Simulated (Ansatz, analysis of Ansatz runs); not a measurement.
# A hop of O in Mg2TiO4 (Imma), charge 0, part 4 of 5

How high is the barrier when O changes place in Mg2TiO4 (Imma)? The case: V_O hop (2.7 Å), charge 0, in a cell of 56 host atoms with 1 O taken out.

Ansatz 0.2.0; plane-wave PAW DFT, PBEsol; nudged elastic band between two relaxed defect structures.

So far, barrier forward (eV): step 4 (nudged elastic band, charge 0) 1.91.

### 5. Single point at the start point, PBEsol, denser k-mesh

Three single points on a mesh of more k-points (start, top, end) test the sampling. The start is shown; top and end are run alike.

This step: plane-wave PAW DFT, PBEsol; single point of a defect supercell on a structure of the PBEsol path.

The input, q0.start.mesh/input.yaml:

```yaml
crystal:
  lattice:
    - [5.93160526, 5.95895149, 0.0]
    - [-5.93160526, 5.95895149, 0.0]
    - [0.0, 0.0, 8.47824647]
  atoms:
    - { symbol: Mg, position: [0.37509688, 0.37395265, 0.13647784] }
    - { symbol: Mg, position: [0.37550521, 0.87275874, 0.63792013] }
    - { symbol: Mg, position: [0.87066467, 0.38311626, 0.63207578] }
[... 4 atom lines left out ...]
    - { symbol: Mg, position: [0.75272208, 0.50248231, 0.24837245] }
[... 3 atom lines left out ...]
    - { symbol: Mg, position: [0.50053714, 0.74773117, 0.24953164] }
[... 7 atom lines left out ...]
    - { symbol: Ti, position: [0.73523106, 0.75847671, 0.50300337] }
[... 3 atom lines left out ...]
    - { symbol: Ti, position: [0.48194737, 0.48621475, 0.49698358] }
[... 3 atom lines left out ...]
    - { symbol: O, position: [0.5144577, 0.73461516, 0.49868097] }
[... 6 atom lines left out ...]
    - { symbol: O, position: [0.51190649, 0.50438051, 0.27467028] }
[... 3 atom lines left out ...]
    - { symbol: O, position: [0.74315664, 0.74188962, 0.27628668] }
[... 2 atom lines left out ...]
    - { symbol: O, position: [0.75933444, 0.25943908, 0.22667106] }
[... 5 atom lines left out ...]
    - { symbol: O, position: [0.49548134, 0.49135348, 0.72389358] }
[... 3 atom lines left out ...]
    - { symbol: O, position: [0.49002918, 0.26314922, 0.50231873] }
[... 2 atom lines left out ...]
    - { symbol: O, position: [0.99049854, 0.76413735, 0.50320972] }
basis:
  ecutwfc: 420
  xc_grid: 2
hamiltonian:
  xc: pbesol
kpoints:
  mp_grid: { grid: [2, 2, 2], shift: [0.5, 0.5, 0.5] }
scf:
  occupations: { method: fixed }
  max_iter: 150
output:
  forces: true
  eigenvalues: true
checkpoint:
  write: "../q0.start.mesh.run"
  compress: false
  write_wavefunctions: false
  write_every: 100000
```

Launch:

```console
$ ansatz run input.yaml --threads 4 --pin off --max-ram 14131MiB --backend cpu --events-out ev --progress --plain --runs-dir out
```

Numbers of over 12 decimals in the logs are rounded to 6 here.

Log:

```text
[...]
Crystal: 55 atoms, lattice volume = 599.347 Å³
Basis set: ecut = 420 eV, 11701 PW (Γ), exchange–correlation on 120×120×120 points (8 copies of the dense FFT grid, shifted against one another)
Bands: 276, of which v1, the nominal top of the filled ones, is band 221 counted from 1 (220 counted from 0)
Symmetry: 1 space group operations
[...]
k-points: 4 of 8 (time reversal used)
[...]
SCF iter   1: F=—  HF=-67849.240486 eV  |F-HF|=—  |Δ(HF+E_count)|=         —  Δρ=1.52e-2  dr2=1.48e0  ethr=1.77e-3  ⟨swp⟩=4.0  Hψ=3651  notcnv=0  defer=203
[...]
SCF iter   3: F=—  HF=-67848.858965 eV  |F-HF|=—  |Δ(HF+E_count)|=   4.32e-2  Δρ=2.66e-3  dr2=7.77e-2  ethr=6.05e-5  ⟨swp⟩=3.0  Hψ=1712  notcnv=0  defer=130
[...]
--- Forces (eV/Å), atoms counted from 1 ---
  atom   1  Mg     0.00693458     0.01029386     0.00268430
  atom   2  Mg    -0.00676520     0.01725150     0.00202948
  [... 5 atoms left out ...]
  atom   8  Mg     0.00407582    -0.00496799     0.03494505
  [... 3 atoms left out ...]
  atom  12  Mg     0.00181534     0.00100066    -0.01452114
  [... 7 atoms left out ...]
  atom  20  Ti     0.01465274     0.00266642    -0.06019452
  [... 3 atoms left out ...]
  atom  24  Ti    -0.12236772     0.19661518     0.04723785
  [... 3 atoms left out ...]
  atom  28  O      0.02766864    -0.02448878     0.00457961
  [... 6 atoms left out ...]
  atom  35  O     -0.03742743     0.00289190    -0.01730546
  [... 3 atoms left out ...]
  atom  39  O     -0.00293159     0.00108054     0.01048502
  [... 2 atoms left out ...]
  atom  42  O      0.00100331    -0.01159246     0.00082355
  [... 5 atoms left out ...]
  atom  48  O     -0.02734034    -0.00111541    -0.01787884
  [... 3 atoms left out ...]
  atom  52  O      0.06743994    -0.07183354     0.00530874
  [... 3 atoms left out ...]
  max |Σ_I F_I| component: 7.65e-5 eV/Å
--- Band table (eV) ---
[...]
[... further k-points left out ...]
[key lines of the parts left out:]
SCF converged after 12 iterations
Free energy (F): -67848.838799 eV
Fermi energy:    9.425997 eV
```

The job ended after 43 s (4 threads of Arm Neoverse V1, shared host; peak memory 3 GiB).

Read from the output:

| Item | Value |
| --- | --- |
| free energy | -67848.8388 eV |

### 6. Barrier from single points, PBEsol, denser k-mesh

Analysis of the runs above: barrier from PBEsol single points on the PBEsol path.

It gives:

| Item | Value |
| --- | --- |
| barrier forward | 1.816 eV |
| barrier backward | 1.724 eV |
| end less start | 0.09161 eV |

This gives 1.816 eV against the band's 1.909 eV (backward 1.724 against 1.845 eV). This mesh holds only the band's own point and its sign variants, so it tests the average over those and no finer sampling.

### 7. Single point at the start point, LDA

Three single points with LDA show how much the barrier depends on that choice; lattice and path are kept. The start is shown; top and end are run alike.

This step: plane-wave PAW DFT, LDA; single point of a defect supercell on a structure of the PBEsol path.

q0.start.lda/input.yaml, as its differences from q0.start.mesh/input.yaml of step 5:

```diff
@@ -35,5 +35,5 @@
 hamiltonian:
-  xc: pbesol
+  xc: lda
 kpoints:
-  mp_grid: { grid: [2, 2, 2], shift: [0.5, 0.5, 0.5] }
+  mp_grid: { grid: [1, 1, 1], shift: [0.25, 0.25, 0.25] }
 scf:
@@ -45,3 +45,3 @@
 checkpoint:
-  write: "../q0.start.mesh.run"
+  write: "../q0.start.lda.run"
   compress: false
```

Log:

```text
[...]
Crystal: 55 atoms, lattice volume = 599.347 Å³
Basis set: ecut = 420 eV, 11701 PW (Γ), exchange–correlation on 120×120×120 points (8 copies of the dense FFT grid, shifted against one another)
Bands: 276, of which v1, the nominal top of the filled ones, is band 221 counted from 1 (220 counted from 0)
Symmetry: 1 space group operations
[...]
k-points: 1
[...]
SCF iter   1: F=—  HF=-67324.244307 eV  |F-HF|=—  |Δ(HF+E_count)|=         —  Δρ=1.83e-2  dr2=2.06e0  ethr=1.77e-3  ⟨swp⟩=4.0  Hψ=826  notcnv=0  defer=50
[...]
SCF iter  12: F=-67323.646276 eV  HF=-67323.646276 eV  |F-HF|=3.60e-8  |Δ(HF+E_count)|=   5.85e-8  Δρ=3.32e-6  dr2=7.37e-8  ethr=2.26e-11  ⟨swp⟩=9.0  Hψ=1204  notcnv=0
SCF 1 converged in 12 iterations: F = -67323.646276 eV  dr2 = 7.37e-8
[...]
SCF converged after 12 iterations
Free energy (F): -67323.646276 eV
[...]
Internal energy: -67323.646276 eV  (E = F + TS)
E sigma→0 (E₀):  -67323.646276 eV
Fermi energy:    9.155620 eV
[...]
--- Forces (eV/Å), atoms counted from 1 ---
  atom   1  Mg     0.00709922    -0.00650241     0.01952224
  atom   2  Mg    -0.01067318    -0.00392279     0.01424732
  [... 5 atoms left out ...]
  atom   8  Mg    -0.01538061     0.00610497    -0.14777402
  [... 3 atoms left out ...]
  atom  12  Mg    -0.00841202     0.00163248    -0.00776882
  [... 7 atoms left out ...]
  atom  20  Ti    -0.23125580     0.10652238    -0.00442152
  [... 3 atoms left out ...]
  atom  24  Ti    -0.14000058    -0.24797436     0.01253054
  [... 3 atoms left out ...]
  atom  28  O      0.18219724     0.07741440    -0.01827763
  [... 6 atoms left out ...]
  atom  35  O      0.00969183     0.04244153     0.12028109
  [... 3 atoms left out ...]
  atom  39  O      0.01174601    -0.06263722     0.10448179
  [... 2 atoms left out ...]
  atom  42  O     -0.00951288     0.03516413    -0.09778899
  [... 5 atoms left out ...]
  atom  48  O      0.01431190    -0.04111925    -0.09836784
  [... 3 atoms left out ...]
  atom  52  O     -0.13355893     0.06300081     0.01073211
  [... 3 atoms left out ...]
  max |Σ_I F_I| component: 6.24e-5 eV/Å
--- Band table (eV) ---
[...]
```

It took 12 s on 4 threads; peak memory 1.1 GiB; 43 s of CPU time.

Numbers from this step:

- free energy: -67323.6463 eV

### 8. Barrier from single points, LDA

Analysis of the runs above: barrier from LDA single points on the PBEsol path.

It gives:

```
barrier forward  : 1.581 eV
barrier backward : 1.488 eV
end less start   : 0.09236 eV
```

This gives 1.581 eV against the band's 1.909 eV.

### 9. Single point at the start point, r2SCAN

Three single points with a meta-GGA, at its higher cutoff of 500 eV, show what it does to the barrier on the path found. The start is shown; top and end are run alike.

This step: plane-wave PAW DFT, r2SCAN; single point of a defect supercell on a structure of the PBEsol path.

q0.start.r2scan/input.yaml, as its differences from q0.start.lda/input.yaml of step 7:

```diff
@@ -32,6 +32,6 @@
 basis:
-  ecutwfc: 420
+  ecutwfc: 500
   xc_grid: 2
 hamiltonian:
-  xc: lda
+  xc: r2scan
 kpoints:
@@ -45,3 +45,3 @@
 checkpoint:
-  write: "../q0.start.lda.run"
+  write: "../q0.start.r2scan.run"
   compress: false
```

Log:

```text
[...]
Crystal: 55 atoms, lattice volume = 599.347 Å³
Basis set: ecut = 500 eV, 15295 PW (Γ), exchange–correlation on 128×128×128 points (8 copies of the dense FFT grid, shifted against one another)
Bands: 276, of which v1, the nominal top of the filled ones, is band 221 counted from 1 (220 counted from 0)
Symmetry: 1 space group operations
[...]
k-points: 1
[...]
SCF iter   1: F=—  HF=-68571.345231 eV  |F-HF|=—  |Δ(HF+E_count)|=         —  Δρ=2.04e-2  dr2=3.59e0  dr2_τ=2.68e0  ethr=1.77e-3  ⟨swp⟩=4.0  Hψ=834  notcnv=0  defer=51
[...]
SCF iter  12: F=-68572.227318 eV  HF=-68572.227318 eV  |F-HF|=1.46e-10  |Δ(HF+E_count)|=   1.50e-8  Δρ=1.97e-6  dr2=2.08e-8  dr2_τ=2.19e-9  ethr=2.26e-11  ⟨swp⟩=10.0  Hψ=1009  notcnv=0
SCF 1 converged in 12 iterations: F = -68572.227318 eV  dr2 = 2.08e-8
[...]
SCF converged after 12 iterations
Free energy (F): -68572.227318 eV
[...]
Internal energy: -68572.227318 eV  (E = F + TS)
E sigma→0 (E₀):  -68572.227318 eV
Fermi energy:    9.391662 eV
[...]
--- Forces (eV/Å), atoms counted from 1 ---
  atom   1  Mg     0.00504370     0.02979846     0.01050324
  atom   2  Mg     0.03338379     0.00203494     0.00006493
  [... 5 atoms left out ...]
  atom   8  Mg    -0.06187292     0.00074902     0.01969704
  [... 3 atoms left out ...]
  atom  12  Mg     0.03142298    -0.00075014     0.01458202
  [... 7 atoms left out ...]
  atom  20  Ti     0.26207793    -0.34189493    -0.04670269
  [... 3 atoms left out ...]
  atom  24  Ti     0.07140636     0.43627526    -0.02514047
  [... 3 atoms left out ...]
  atom  28  O     -0.20787086    -0.03394681    -0.01668031
  [... 6 atoms left out ...]
  atom  35  O     -0.02182024    -0.03249624    -0.15939243
  [... 3 atoms left out ...]
  atom  39  O     -0.00651073     0.01615994    -0.18015855
  [... 2 atoms left out ...]
  atom  42  O      0.01384659    -0.00530092     0.09245363
  [... 5 atoms left out ...]
  atom  48  O     -0.01307949    -0.05977017     0.16053566
  [... 3 atoms left out ...]
  atom  52  O      0.13670087    -0.13644012     0.02138161
  [... 3 atoms left out ...]
  max |Σ_I F_I| component: 2.48e-2 eV/Å
--- Band table (eV) ---
[...]
```

The job ended after 20 s (4 threads; peak memory 1.5 GiB).

Numbers from this step:

```yaml
free_energy: -68572.2273 eV
```

### 10. Barrier from single points, r2SCAN

Analysis of the runs above: barrier from r2SCAN single points on the PBEsol path.

It gives:

| Property | Result |
| --- | --- |
| barrier forward | 2.129 eV |
| barrier backward | 2.001 eV |
| end less start | 0.1279 eV |

This gives 2.129 eV against the band's 1.909 eV.

(Continued in part 5 of 5.)

[Logs are printed without paths, hosts, clocks, repeated set-up lines and the standing remarks that a program may print on its own settings, such as how far it seeks lower states.]

[Hosts, paths, dates, database ids (printed as entryN), source tags and the programs' standing remarks are cut or masked in the printed files.]
